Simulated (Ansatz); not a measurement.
# Lattice dynamics of SnH2 (model cell, started as CdI2 type), part 2 of 2

Wanted: phonon frequencies of SnH2 (model cell, started as CdI2 type) and what follows from them.

Ansatz 0.2.0; DFT PBEsol, scalar-relativistic, plane waves, PAW.

So far. Step 4 (Relaxing to small forces for the phonons): The largest force component left is 0.017 meV/Å and the pressure is -0.003 GPa, within the tolerances set. The cell now holds 11.73 Å³/atom. The relaxed cell has a = 3.597, c = 3.141 Å (conventional setting).

The structure was built from a prototype and need not be the compound's stable phase.

## Step 5: Zone-centre response

The zone centre comes first: it holds the modes that light can see, as far as symmetry allows. No field response is asked, since the mesh shows no gap.

input.yaml

```yaml
crystal:
  lattice:
    - [3.5965558943, 0.0, 0.0]
    - [-1.7982779471, 3.1147087706, 0.0]
    - [0.0, 0.0, 3.1406510309]
  atoms:
    - { symbol: Sn, position: [0.0, 0.0, 0.0] }
    - { symbol: H, position: [0.3333333333, 0.6666666667, 0.219013677] }
    - { symbol: H, position: [0.6666666667, 0.3333333333, 0.780986323] }
kpoints:
  mp_grid: { grid: [15, 15, 16] }
hamiltonian:
  xc: pbesol
scf:
  occupations: { method: methfessel_paxton, width: 0.2 }
output:
  eigenvalues: true
phonons:
  method: dfpt
```

Run with:

```bash
$ ansatz run input.yaml --threads 4 --pin off --max-ram 7168MiB --backend cpu --events-out ev --progress --plain --runs-dir out
```

Numbers of over 12 decimals in the logs are rounded to 6 here.

Output:

```text
[...]
Crystal: 3 atoms, lattice volume = 35.182 Å³
Basis set: ecut = 420 eV, 659 PW (Γ), exchange–correlation on 50×50×48 points (8 copies of the dense FFT grid, shifted against one another)
Bands: 12, of which v1, the nominal top of the filled ones, is band 8 counted from 1 (7 counted from 0)
Symmetry: 12 space group operations
k-points: 968 of 3600 (irreducible under 2 space group operations, time reversal used)
[...]
SCF iter   1: F=—  HF=-5979.805763 eV  |F-HF|=—  |Δ(HF+E_count)|=         —  Δρ=7.45e-3  dr2=1.64e-2  ethr=1.77e-3  ⟨swp⟩=4.9  Hψ=61258  notcnv=0
[...]
SCF iter   8: F=-5979.798620 eV  HF=-5979.798620 eV  |F-HF|=0.00e0  |Δ(HF+E_count)|=  6.75e-10  S|Δr|=    0.00e0  Δρ=1.47e-7  dr2=3.19e-12  ethr=1.00e-12  ⟨swp⟩=5.1  Hψ=56117  notcnv=0
SCF 1 converged in 8 iterations: F = -5979.798620 eV  dr2 = 3.19e-12
[...]
DFPT response loops at Γ: preconditioner auto → Kerker (q_TF=auto, 2.393 Å⁻¹) (partly filled bands, converged f_vac=0.000); β = 1.00, the filter's whole step (`scf.mixing.beta` (0.50) is not read by the response loops under this deck's `scf.mixing.preconditioner`; to damp them name `kerker` or `kerker_dos`, under which they read `scf.mixing.beta`, and type it under 1.00, their step now; both keys bind the ground state too); Broyden in place of MSR1
SCF converged after 8 iterations
[...]
Free energy (F): -5979.798620 eV
[...]
Internal energy: -5979.798292 eV  (E = F + TS)
E sigma→0 (E₀):  -5979.798538 eV
Entropy (-TS):   -0.000328 eV (-0.109 meV/atom)
Fermi energy:    8.289051 eV
[...]
--- Band table (eV; the first three rows and the last of 968) ---
  k-point 0: bands = [... 4 lower, -12.9443, -3.2824, 7.5550, 11.8186, 12.2061, 12.2061, 14.6591, 16.1721]
  k-point 1: bands = [... 4 lower, -12.9477, -3.2266, 7.4214, 11.8319, 12.2678, 12.2678, 13.8579, 16.5515]
  k-point 2: bands = [... 4 lower, -12.9572, -3.0595, 7.0040, 11.8402, 12.4498, 12.4498, 12.9677, 16.6984]
  k-point 967: bands = [... 4 lower, -12.9598, -0.6368, 3.6455, 4.7946, 12.2186, 14.9200, 15.9457, 18.4466]
--- Phonons (Γ-DFPT): 4 representative perturbations + reference, on 968 of 3600 k-points (Σ response iterations 13) ---
  k mesh reduced under 2 symmetry operations, with k and −k counted as one. Each operation leaves every solved perturbation unchanged. A smaller set is not used because it would not reduce the number of displacements times k-points to solve
  ASR residual: 2.560e-4 → 0.000e0 eV/Å²; symmetrization residual: 1.095e-6 eV/Å²
  ASR residual per site (eV/Å²): 2.56e-4 3.95e-5 3.95e-5
  Γ frequencies (cm⁻¹): -280.57 -280.57 0.00 0.00 0.00 454.36 780.91 815.16 815.16
  non-analytic LO–TO correction: not included (Born effective charges unavailable; polar crystals: no LO–TO splitting at Γ)
```

It took 35 s on 4 threads of Arm Neoverse V2, shared host; peak memory 1.4 GiB.

Numbers from this step:

* sum-rule residual before enforcement: 2.56e-4 eV/Å²
* point group: -3m
* highest optical mode at the zone centre (no LO-TO term): 815.2 cm⁻¹
* lowest optical zone-centre mode: -280.6 cm⁻¹

Patterns of degenerate modes are one choice out of their space. Modes at Γ, with each element's share of the kinetic energy (negative means imaginary):

| mode | frequency (cm⁻¹) | symmetry | Sn % | H % |
| --- | --- | --- | --- | --- |
| 1 | -280.6 | Eu | 2 | 98 |
| 2 | -280.6 | Eu | 2 | 98 |
| 3 | 0.0 | acoustic | 98 | 2 |
| 4 | 0.0 | acoustic | 98 | 2 |
| 5 | 0.0 | acoustic | 98 | 2 |
| 6 | 454.4 | A2u | 2 | 98 |
| 7 | 780.9 | A1g | 0 | 100 |
| 8 | 815.2 | Eg | 0 | 100 |
| 9 | 815.2 | Eg | 0 | 100 |

Displacements in mode 2 (-280.6 cm⁻¹), the largest set to 1:
```
Sn1  0.00 -0.02  0.00
H2   0.00  1.00  0.00
H3   0.00  1.00  0.00
```

Displacements in mode 8 (815.2 cm⁻¹), the largest set to 1:
```
Sn1  0.00  0.00  0.00
H2   1.00  0.13  0.00
H3  -1.00 -0.13  0.00
```

Before it was imposed, the acoustic sum rule was missed by 2.6e-4 eV/Å². Small misses are needed for a sound result but don't prove that mesh and cutoff are converged. The lowest optical mode is imaginary, 280.6i cm⁻¹, so the energy falls along it.

## Step 6: Response at finite wavevector

Stability and thermal properties need the whole zone. Linear response on a 3×3×4 q mesh gives force constants as far as a supercell of that size would.

Edit input.yaml of step 5 so:

```diff
@@ -19 +19,9 @@
   method: dfpt
+  qmesh: [3, 3, 4]
+  temperatures: { t_max: 1000, t_step: 50 }
+  qpath:
+    path:
+      - [[0.0, 0.0, 0.0], [0.5, 0.0, 0.0], [0.33333333, 0.33333333, 0.0], [0.0, 0.0, 0.0], [0.0, 0.0, 0.5], [0.5, 0.0, 0.5], [0.33333333, 0.33333333, 0.5], [0.0, 0.0, 0.5]]
+      - [[0.5, 0.0, 0.5], [0.5, 0.0, 0.0]]
+      - [[0.33333333, 0.33333333, 0.5], [0.33333333, 0.33333333, 0.0]]
+    npoints: 10
```

Output:

```text
Warning: phonons: the dynamical matrix that this run interpolates holds no multipole term above the dipole-dipole one, and a site of this crystal is no centre of inversion, so its interpolated transverse optical and acoustic branches and sound speeds can stay off near Gamma, and the density of states and the thermodynamics with them. What a run solves at a wave vector of phonons.qpoints, Gamma apart, where the deck admits one, is free of this, and under fd what a larger phonons.supercell samples
[...]
Crystal: 3 atoms, lattice volume = 35.182 Å³
Basis set: ecut = 420 eV, 659 PW (Γ), exchange–correlation on 50×50×48 points (8 copies of the dense FFT grid, shifted against one another)
Bands: 12, of which v1, the nominal top of the filled ones, is band 8 counted from 1 (7 counted from 0)
Symmetry: 12 space group operations
k-points: 376 of 3600
[...]
SCF iter   1: F=—  HF=-5979.805767 eV  |F-HF|=—  |Δ(HF+E_count)|=         —  Δρ=7.45e-3  dr2=1.64e-2  ethr=1.77e-3  ⟨swp⟩=4.9  Hψ=23819  notcnv=0
[...]
SCF iter   8: F=-5979.798620 eV  HF=-5979.798620 eV  |F-HF|=1.82e-12  |Δ(HF+E_count)|=  6.30e-10  S|Δr|=    0.00e0  Δρ=1.37e-7  dr2=2.77e-12  ethr=1.00e-12  ⟨swp⟩=5.2  Hψ=21824  notcnv=0
SCF 1 converged in 8 iterations: F = -5979.798620 eV  dr2 = 2.77e-12
[...]
SCF iter   1: F=—  HF=-5979.798620 eV  |F-HF|=—  |Δ(HF+E_count)|=         —  Δρ=4.33e-7  dr2=8.88e-11  ethr=1.36e-7  ⟨swp⟩=2.9  Hψ=35371  notcnv=0
eigensolver tolerance schedule: the retry pair's looser diagonalisation over-reported the residual by 244275.05 of it (diagonalisation noise at an unbounded share of the residual, at the tolerance the schedule requests for it); recorded, not acted on — ethr = c·dr2/N_el stays at c = 1.0e-1
[...]
SCF iter   2: F=—  HF=-5979.798620 eV  |F-HF|=—  |Δ(HF+E_count)|=   2.50e-8  S|Δr|=    0.00e0  Δρ=4.25e-7  dr2=7.58e-11  ethr=1.00e-12  ⟨swp⟩=3.5  Hψ=10696  notcnv=0
[...]
SCF iter   4: F=-5979.798620 eV  HF=-5979.798620 eV  |F-HF|=9.09e-13  |Δ(HF+E_count)|=  1.18e-11  S|Δr|=    0.00e0  Δρ=5.36e-8  dr2=1.06e-12  ethr=1.00e-12  ⟨swp⟩=3.1  Hψ=13729  notcnv=0
SCF 2 converged in 4 iterations: F = -5979.798620 eV  dr2 = 1.06e-12
phonons: the bands overlap, so this run is a metal and interpolates without the dipole-dipole term. If the crystal is really an insulator or semiconductor, its LO-TO splitting is missing
NSCF: frozen V_eff on 376 k-points
WARN: eigensolver did not converge in 5 slots of this pass, the one above among them; of largest residual over every band (k=8): 1 band(s) unlocked (lowest unlocked band 11, counted from 0; max residual 3.19e-4 eV among the unlocked bands, 3.19e-4 eV over every band); of lowest unlocked band (k=7): band 11
[...]
DFPT response loops at q = (0, 0, 0) (fractional): preconditioner auto → Kerker (q_TF=auto, 2.393 Å⁻¹) (partly filled bands, converged f_vac=0.000); β = 1.00, the filter's whole step (`scf.mixing.beta` (0.50) is not read by the response loops under this deck's `scf.mixing.preconditioner`; to damp them name `kerker` or `kerker_dos`, under which they read `scf.mixing.beta`, and type it under 1.00, their step now; both keys bind the ground state too); Broyden in place of MSR1
[...]
SCF converged after 8 iterations
[...]
Free energy (F): -5979.798620 eV
[...]
Internal energy: -5979.798292 eV  (E = F + TS)
E sigma→0 (E₀):  -5979.798538 eV
Entropy (-TS):   -0.000328 eV (-0.109 meV/atom)
Fermi energy:    8.289051 eV
[...]
--- Band table (eV; the first three rows and the last of 376) ---
  k-point 0: bands = [... 4 lower, -12.9443, -3.2824, 7.5550, 11.8186, 12.2061, 12.2061, 14.6591, 16.1721]
  k-point 1: bands = [... 4 lower, -12.9477, -3.2266, 7.4214, 11.8319, 12.2678, 12.2678, 13.8579, 16.5515]
  k-point 2: bands = [... 4 lower, -12.9572, -3.0595, 7.0040, 11.8402, 12.4498, 12.4498, 12.9677, 16.6984]
  k-point 375: bands = [... 4 lower, -12.8666, 4.1874, 4.1874, 4.2354, 6.7005, 10.1335, 10.1335, 19.9103]
--- Phonons (Γ-DFPT): 4 representative perturbations + reference (Σ response iterations 13) ---
  ASR residual: 2.372e-4 → 0.000e0 eV/Å²; symmetrization residual: 2.972e-7 eV/Å²
  ASR residual per site (eV/Å²): 2.37e-4 3.72e-5 3.72e-5
  Γ frequencies (cm⁻¹): -280.57 -280.57 0.00 0.00 0.00 454.36 780.91 815.16 815.16
--- Phonons (arbitrary-q DFPT): 10 irreducible q on the 3×3×4 mesh ---
  q = [0.0000, 0.0000, 0.0000] (star 1, of the zone-centre solve; hermiticity 3.95e-7, symmetrization 2.06e-10): -280.57 -280.57 -0.00 0.00 0.00 454.36 780.91 815.16 815.16
  q = [0.0000, 0.0000, 0.2500] (star 2, 4 solved perturbations in 5312 linear systems a pass and spin channel, the states on 1920 of 3600 k-point pairs; hermiticity 1.37e-7, symmetrization 4.61e-9): -106.88 -106.88 76.03 117.49 117.49 564.43 775.29 780.35 780.35
[...]
q = [0.0000, 0.3333, 0.0000] (star 6, 6 solved perturbations on 1920 of 3600 k-point pairs; hermiticity 6.54e-8, symmetrization 2.65e-10): 23.69 25.71 128.12 435.23 458.24 504.01 650.81 790.73 801.76
[...]
sum rule: each row above includes the acoustic sum rule's correction from the zone centre's row sums; it moved no ω² by more than (3.17 cm⁻¹)²
  mesh force constants: q→R imaginary residual 0.00e0; ASR residual 2.372e-4 → 0.000e0 eV/Å²; symmetrization residual 2.220e-15 eV/Å²
  interpolated dispersion: 93 rows × 9 modes
  density of states and harmonic sums: on the 21×21×20 q-mesh, interpolated from the force constants of a 3×3×4 supercell (no non-analytic term)
  largest difference from the sums on the solved wave vectors: F 4.25e-2 eV, S 5.44e-5 and C_V 1.44e-5 eV/K
  zero-point energy: 0.226461 eV/cell   skipped modes (ω ≤ 0): 801, of them read as no rigid motion or as one in doubt: 798 (8.866e-1 modes/cell left out, lowest -580.59 cm⁻¹)   left out of the sums: 9.86e-2 of the cell's modes: C_V's classical limit lies that fraction below 3 k_B per atom; for a crystal, a wire or a layer, F and S can be off by more, and a phonons.interpolated_qmesh denser along its periods is the remedy for the sampling
```

Elapsed: 9.6 min, on 4 threads; peak memory 3.6 GiB.

This step gave:

- sum-rule residual before enforcement: 2.37e-4 eV/Å²
- lowest frequency on the path: -580.6 cm⁻¹
- highest frequency on the path or at a solved wavevector: 856.4 cm⁻¹
- lowest mode on the q mesh (acoustic modes at Γ apart): -580.6 cm⁻¹

Frequencies (cm⁻¹) solved at each irreducible wavevector; negative means imaginary. Frequencies by wavevector, by row:

| q in reciprocal lattice units | star | mode 1 | mode 2 | mode 3 | mode 4 | mode 5 | mode 6 | mode 7 | mode 8 | mode 9 |
| --- | --- | --- | --- | --- | --- | --- | --- | --- | --- | --- |
| 0 0 0 | 1 | -280.6 | -280.6 | 0 | 0 | 0 | 454.4 | 780.9 | 815.2 | 815.2 |
| 0 0 0.25 | 2 | -106.9 | -106.9 | 76 | 117.5 | 117.5 | 564.4 | 775.3 | 780.4 | 780.4 |
| 0 0 -0.5 | 1 | -61.2 | -61.2 | 120.8 | 314.3 | 314.3 | 681 | 762.1 | 796.9 | 796.9 |
| 0 0.3333 0 | 6 | 23.7 | 25.7 | 128.1 | 435.2 | 458.2 | 504 | 650.8 | 790.7 | 801.8 |
| 0 0.3333 0.25 | 6 | -23.6 | 69.3 | 112.1 | 337.4 | 504 | 555.3 | 677 | 779.8 | 791 |
| 0 0.3333 -0.5 | 6 | -36.4 | 92.8 | 123.4 | 450.6 | 490.8 | 547.2 | 712.1 | 744.5 | 802.3 |
| 0 0.3333 -0.25 | 6 | -20.6 | 57.4 | 125.7 | 317.6 | 518.3 | 550.7 | 694.1 | 754.7 | 783.3 |
| 0.3333 0.3333 0 | 2 | -580.6 | 14.1 | 110.4 | 110.4 | 481.5 | 481.5 | 693.9 | 719.5 | 719.5 |
| 0.3333 0.3333 0.25 | 4 | -215.1 | 97.9 | 97.9 | 102.3 | 414.6 | 414.6 | 670.6 | 741.1 | 741.1 |
| 0.3333 0.3333 -0.5 | 2 | -54 | 74.4 | 74.4 | 311.5 | 339.1 | 339.1 | 667.5 | 753.6 | 753.6 |

Interpolated from a 3×3×4 q mesh. The phonon branches at the labelled points (cm⁻¹):

| point | branch 1 | branch 2 | branch 3 | branch 4 | branch 5 | branch 6 | branch 7 | branch 8 | branch 9 |
| --- | --- | --- | --- | --- | --- | --- | --- | --- | --- |
| Γ | -281 | -281 | 0 | 0 | 0 | 454 | 781 | 815 | 815 |
| halfway | -19 | 26 | 108 | 350 | 396 | 522 | 683 | 796 | 840 |
| M | 17 | 33 | 82 | 319 | 463 | 600 | 675 | 730 | 744 |
| halfway | -387 | 18 | 66 | 152 | 443 | 574 | 672 | 730 | 747 |
| K | -581 | 14 | 110 | 110 | 482 | 482 | 694 | 720 | 720 |
| halfway | 24 | 31 | 116 | 321 | 483 | 498 | 632 | 782 | 850 |
| Γ | -281 | -281 | 0 | 0 | 0 | 454 | 781 | 815 | 815 |
| halfway | -107 | -107 | 76 | 118 | 118 | 564 | 775 | 780 | 780 |
| A | -61 | -61 | 121 | 314 | 314 | 681 | 762 | 797 | 797 |
| halfway | -44 | 92 | 119 | 483 | 495 | 564 | 720 | 780 | 789 |
| L | -82 | -27 | 136 | 321 | 463 | 607 | 669 | 724 | 794 |
| halfway | -87 | 39 | 125 | 303 | 399 | 492 | 668 | 754 | 770 |
| H | -54 | 74 | 74 | 312 | 339 | 339 | 668 | 754 | 754 |
| halfway | -34 | 102 | 114 | 479 | 492 | 534 | 710 | 751 | 807 |
| A | -61 | -61 | 121 | 314 | 314 | 681 | 762 | 797 | 797 |
| jump to L | -82 | -27 | 136 | 321 | 463 | 607 | 669 | 724 | 794 |
| halfway | 13 | 64 | 113 | 329 | 446 | 610 | 680 | 720 | 767 |
| M | 17 | 33 | 82 | 319 | 463 | 600 | 675 | 730 | 744 |
| jump to H | -54 | 74 | 74 | 312 | 339 | 339 | 668 | 754 | 754 |
| halfway | -215 | 98 | 98 | 102 | 415 | 415 | 671 | 741 | 741 |
| K | -581 | 14 | 110 | 110 | 482 | 482 | 694 | 720 | 720 |

The phonon branches as a text plot (rows in cm⁻¹):

```
    826 |****        ********    *** **       ******
    767 |********** ****************** *******  **************
    707 |  ** *******            ** *****    ****  ******** * ***
    647 |    * ***   ***       **  *    *****    ** **   *** **
    587 |      ***   *        *     *  ***      *   *******
    527 |   * *   * * **     *       **        *
    467 |*** ********  ******       ***** *   ****  *******    **
    407 |   ***      **            *  *  *** * * **          **
    347 |  **  *       *          *    **  ****   * *********
    288 |  *          * *       **       ****      *       *
    228 |       *              *                            *
    168 |        *      *
    108 |  *****  ******      ************** ********************
     48 |*********   ****** ***    **     ***    *    *****   ***
    -12 |****  *  ***    ****        *****    **  * ***   *
    -72 |       *       *      ******  *******  *****      **
   -132 | *                   *
   -191 | *              *   *                               *
   -251 |*           *    ***
   -311 |                                                     *
   -371 |        *
   -431 |
   -491 |         *                                            *
   -551 |          **                                           *
         Γ     M   K       Γ     A      L   H     A|L    M|H    K
```

Tetrahedra on a 21×21×20 mesh, mean over bins of 20 cm-1. Interpolated from a 3×3×4 q mesh. The phonon density of states by wavenumber; read off at these points:

wavenumber (cm⁻¹), phonon density of states (1/cm⁻¹/cell) and a bar:
```
     -590     0.0000 
     -530     0.0001 
     -450     0.0002 
     -390     0.0002 
     -310     0.0003 
     -250     0.0004 
     -170     0.0006 #
     -110     0.0010 #
      -50     0.0110 #############
       30     0.0173 ####################
       70     0.0188 ######################
       90     0.0142 ################
      110     0.0222 ##########################
      170     0.0015 ##
      230     0.0018 ##
      310     0.0072 ########
      370     0.0063 #######
      430     0.0103 ############
      510     0.0064 #######
      570     0.0094 ###########
      650     0.0039 ####
      690     0.0153 ##################
      710     0.0128 ###############
      730     0.0210 ########################
      790     0.0260 ##############################
      850     0.0018 ##
```

The partial phonon density of states has structure finer than the step of the table below, so its rows give means over 50 cm⁻¹, whole bins alone (the curve runs from -582 to 891 cm⁻¹). Peaks (cm⁻¹: height): H 436.9: 0.00989, 557.3: 0.0104, 779.6: 0.0249; Sn -35.5: 0.0127, 66.4: 0.0173, 122.0: 0.0213.

Phonopy on the run's constants, 19x19x19 mesh, Gaussian sigma 10.5 cm-1. Interpolated from a 3×3×4 q mesh. The partial phonon density of states by wavenumber; means over each step; values in 1/cm⁻¹/cell:

| wavenumber (cm⁻¹) | H | Sn |
| --- | --- | --- |
| -550 | 9.3e-5 | 0 |
| -500 | 1.7e-4 | 0 |
| -450 | 2.1e-4 | 0 |
| -400 | 2.6e-4 | 0 |
| -350 | 2.4e-4 | 0 |
| -300 | 2.7e-4 | 5.7e-6 |
| -250 | 4.6e-4 | 1.3e-5 |
| -200 | 4.7e-4 | 4.8e-5 |
| -150 | 5.3e-4 | 1.3e-4 |
| -100 | 6.6e-4 | 0.00143 |
| -50 | 6.7e-4 | 0.00916 |
| 0 | 1.7e-4 | 0.00726 |
| 50 | 4.5e-4 | 0.0165 |
| 100 | 6.5e-4 | 0.0172 |
| 150 | 5.2e-4 | 0.00596 |
| 200 | 0.00103 | 4.5e-4 |
| 250 | 0.00199 | 3.7e-4 |
| 300 | 0.00521 | 6.8e-4 |
| 350 | 0.00611 | 3.5e-4 |
| 400 | 0.00880 | 1.6e-4 |
| 450 | 0.00913 | 7.8e-5 |
| 500 | 0.00728 | 4.8e-5 |
| 550 | 0.00921 | 5.0e-5 |
| 600 | 0.00470 | 2.3e-5 |
| 650 | 0.00649 | 1.1e-5 |
| 700 | 0.0156 | 5.2e-6 |
| 750 | 0.0187 | 0 |
| 800 | 0.0177 | 0 |
| 850 | 0.00219 | 0 |

Symmetry leaves 10 wavevectors to solve. The lowest mode among them, the acoustic zeros apart, lies at q = (0.333, 0.333, 0) and is imaginary, 580.6i cm⁻¹, so the energy falls along it.

## Step 7: Another isotope, element H, natural mass 1.008 amu

An isotope changes the mass and not the force constants, so no new electronic calculation is needed; the shifts show which modes move this element.

The same force constants with the mass of H changed from 1.008 to 2.014 u (phonopy, no LO-TO term). Both lists are sorted by frequency; levels can cross, so a row need not hold one and the same mode. Modes under 3 cm⁻¹ are left out. Isotope shifts, by row:

| q | rank | natural mass (cm⁻¹) | changed mass (cm⁻¹) |
| --- | --- | --- | --- |
| 0 0 0 | 1 | -280.6 | -200.1 |
| 0 0 0 | 2 | -280.6 | -200.1 |
| 0 0 0 | 6 | 454.4 | 324.1 |
| 0 0 0 | 7 | 780.9 | 552.5 |
| 0 0 0 | 8 | 815.2 | 576.7 |
| 0 0 0 | 9 | 815.2 | 576.7 |
| 0 0 0.25 | 1 | -106.9 | -93.95 |
| 0 0 0.25 | 2 | -106.9 | -93.95 |
| 0 0 0.25 | 3 | 76.03 | 75.44 |
| 0 0 0.25 | 4 | 117.5 | 94.55 |
| 0 0 0.25 | 5 | 117.5 | 94.55 |
| 0 0 0.25 | 6 | 564.4 | 402.4 |
| 0 0 0.25 | 7 | 775.3 | 548.5 |
| 0 0 0.25 | 8 | 780.4 | 552.1 |
| 0 0 0.25 | 9 | 780.4 | 552.1 |
| 0 0 -0.5 | 1 | -61.2 | -60.78 |
| 0 0 -0.5 | 2 | -61.2 | -60.78 |
| 0 0 -0.5 | 3 | 120.8 | 120.2 |
| 0 0 -0.5 | 4 | 314.3 | 223.9 |
| 0 0 -0.5 | 5 | 314.3 | 223.9 |
| 0 0 -0.5 | 6 | 681 | 484.3 |
| 0 0 -0.5 | 7 | 762.1 | 539.2 |
| 0 0 -0.5 | 8 | 796.9 | 563.7 |
| 0 0 -0.5 | 9 | 796.9 | 563.7 |
| 0 0.3333 0 | 1 | 23.69 | 23.68 |
| 0 0.3333 0 | 2 | 25.71 | 25.68 |
| 0 0.3333 0 | 3 | 128.1 | 126.8 |
| 0 0.3333 0 | 4 | 435.2 | 308.1 |
| 0 0.3333 0 | 5 | 458.2 | 324.4 |
| 0 0.3333 0 | 6 | 504 | 360.1 |
| 0 0.3333 0 | 7 | 650.8 | 460.6 |
| 0 0.3333 0 | 8 | 790.7 | 559.4 |
| 0 0.3333 0 | 9 | 801.8 | 567.2 |

A mode of this element alone would shift by -29.26 %. The highest zone-centre frequency without the field goes from 815.2 to 576.7 cm⁻¹ (-29.3 %).

## Step 8: Another isotope, element Sn, natural mass 118.71 amu

The same for Sn, from 118.71 to 123.91 u.

A mode of this element alone would shift by -2.12 %. The highest zone-centre frequency without the field goes from 815.2 to 815.2 cm⁻¹ (+0.0 %).

## Step 9: What came out

| Item | Value |
| --- | --- |
| space group after relaxation (within 0.01 Å) | P-3m1 |
| volume per atom | 11.7 Å³ |
| electronic character | no gap on this mesh |
| highest optical mode at the zone centre (no LO-TO term) | 815 cm⁻¹ |
| lowest optical zone-centre mode | -281 cm⁻¹ |
| lowest mode on the q mesh (acoustic modes at Γ apart) | -581 cm⁻¹ |
| highest frequency on the path or at a solved wavevector | 856 cm⁻¹ |
| imaginary modes on the 3×3×4 q mesh | yes |

**Reading.** Modes are clearly imaginary (beyond 10i cm⁻¹) at 9 of the 10 irreducible wavevectors, most at q = (0.333, 0.333, 0) (580.6i cm⁻¹), so this structure is not a minimum of the energy. The optical modes at Γ span -281 to 815 cm⁻¹ (negative means imaginary). The highest mode in this list at Γ, 815.2 cm⁻¹, is mostly motion of H (100 % of the kinetic energy). With no gap, or one that is small against the smearing, the frequencies hang on the k mesh and the smearing, most of all near Kohn anomalies. Spin-orbit coupling is left out, which can matter for the heavy elements here. A phonon run warned that its eigensolver left some bands unconverged in a pass. The starting cell was built on a prototype and not taken from a measurement, so the phase need not exist. These are harmonic frequencies at zero temperature: anharmonic shifts, linewidths and thermal expansion are left out.

[Logs are printed without paths, hosts, clocks, repeated set-up lines and the standing remarks that a program may print on its own settings, such as how far it seeks lower states.]

[Hosts, paths, dates, database ids (printed as entryN), source tags and the programs' standing remarks are cut or masked in the printed files.]
